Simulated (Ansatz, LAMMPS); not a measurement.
# Static equation of state of glassy 40SiO2-28Al2O3-16Li2O-16SrO (mol %) (85 atoms)

Density of this cell: 3.21 g/cm³. The cell holds 85 atoms: 10 Si, 14 Al, 8 Li, 4 Sr and 49 O. Its edges and angles: a = 9.765 Å, b = 9.843 Å, c = 9.971 Å, α = 90.1°, β = 92.0°, γ = 89.0°. The starting structure: 85 atoms (10 Si, 14 Al, 8 Li, 4 Sr, 49 O) placed at random at 3.29 g/cm³, melted at 4000 K for 10 ps at fixed volume with the Morse and Coulomb pair potential with partial charges (Pedone, Malavasi, Menziani, Cormack and Segre, J. Phys. Chem. B 110, 11780 (2006)). Quenched from 4000 K to 300 K at 6 K/ps and fixed volume, held 5 ps, then minimised at fixed cell.

Calculated with Ansatz 0.2.0: Kohn-Sham DFT, PBEsol, PAW (set soft_2), plane waves; cutoff 420 eV, Γ point, fixed occupations. Cell and atoms were relaxed first, to V0 = 11.267 Å³ an atom at a residual P0 = -0.010 GPa. The cell was then scaled evenly, and the atoms were relaxed at each volume.

| volume (Å³/atom) | pressure (GPa) |
| --- | --- |
| 10.140 | 8.086 |
| 10.591 | ? |
| 10.929 | 2.323 |
| 11.605 | -1.994 |
| 11.943 | -2.655 |

**Question.** Fit the third-order Birch–Murnaghan equation to the rows given and interpolate to the withheld row.

Worked fit:

Take the Eulerian strain f = ½[(V0/V)^(2/3) − 1] and the normalised pressure F = (P − P0) / [3f(1 + 2f)^(5/2)]. The third-order Birch–Murnaghan equation is then the line F = B0 + (3/2)B0(B′ − 4) f, so u = f and v = F.

| u = f | v = F (GPa) |
| --- | --- |
| 0.0363826 | 62.2364 |
| 0.0102571 | 72.0926 |
| -0.00975627 | 71.1964 |
| -0.0190505 | 50.9953 |

With n = 4: mean u = 0.00445821, mean v = 64.1302, Σ(u − ū)² = 0.0018075, Σ(u − ū)(v − v̄) = 0.19405. Slope b = 0.19405 / 0.0018075 = 107.36; intercept a = v̄ − b ū = 63.652.

So B0 = a = 63.7 GPa and B′ = 4 + 2b/(3a) = 5.12. At the withheld volume f = 0.02106, F = a + b f = 65.91 GPa, and P = P0 + 3f(1 + 2f)^(5/2) F.

Prediction at 10.591: 4.605 GPa. The run gave 4.814 GPa, so the fit is low by 0.21 GPa (4.3 % of the value).

The series isn't one smooth equation of state: even a line fitted to all rows, the withheld one included, misses F by up to 20.9 %, the count of bonds changes along the series and an atom moves over 0.5 Å in some relaxation. B0 and B′ are then only the numbers of this fit, not moduli of the material. Among the rows given, the largest miss of the fit is at 10.140, by 0.69 GPa (6.4 % of the range of the table).

Limits: Static cells at zero temperature; the cell shape is held. The program notes that the SCF threshold of these relaxations is loose for the stress. The quench rate of 6 K/ps is many orders above laboratory rates, so the cell is likely richer in defects and strain than a real sample. The network of bonds at the start is that of the classical potential that made the cell, and needn't be the one that DFT or experiment would give. Only the Γ point is sampled, in a cell whose shortest periodic width is 10 Å.

[Hosts, paths, dates, database ids (printed as entryN), source tags and the programs' standing remarks are cut or masked in the printed files.]
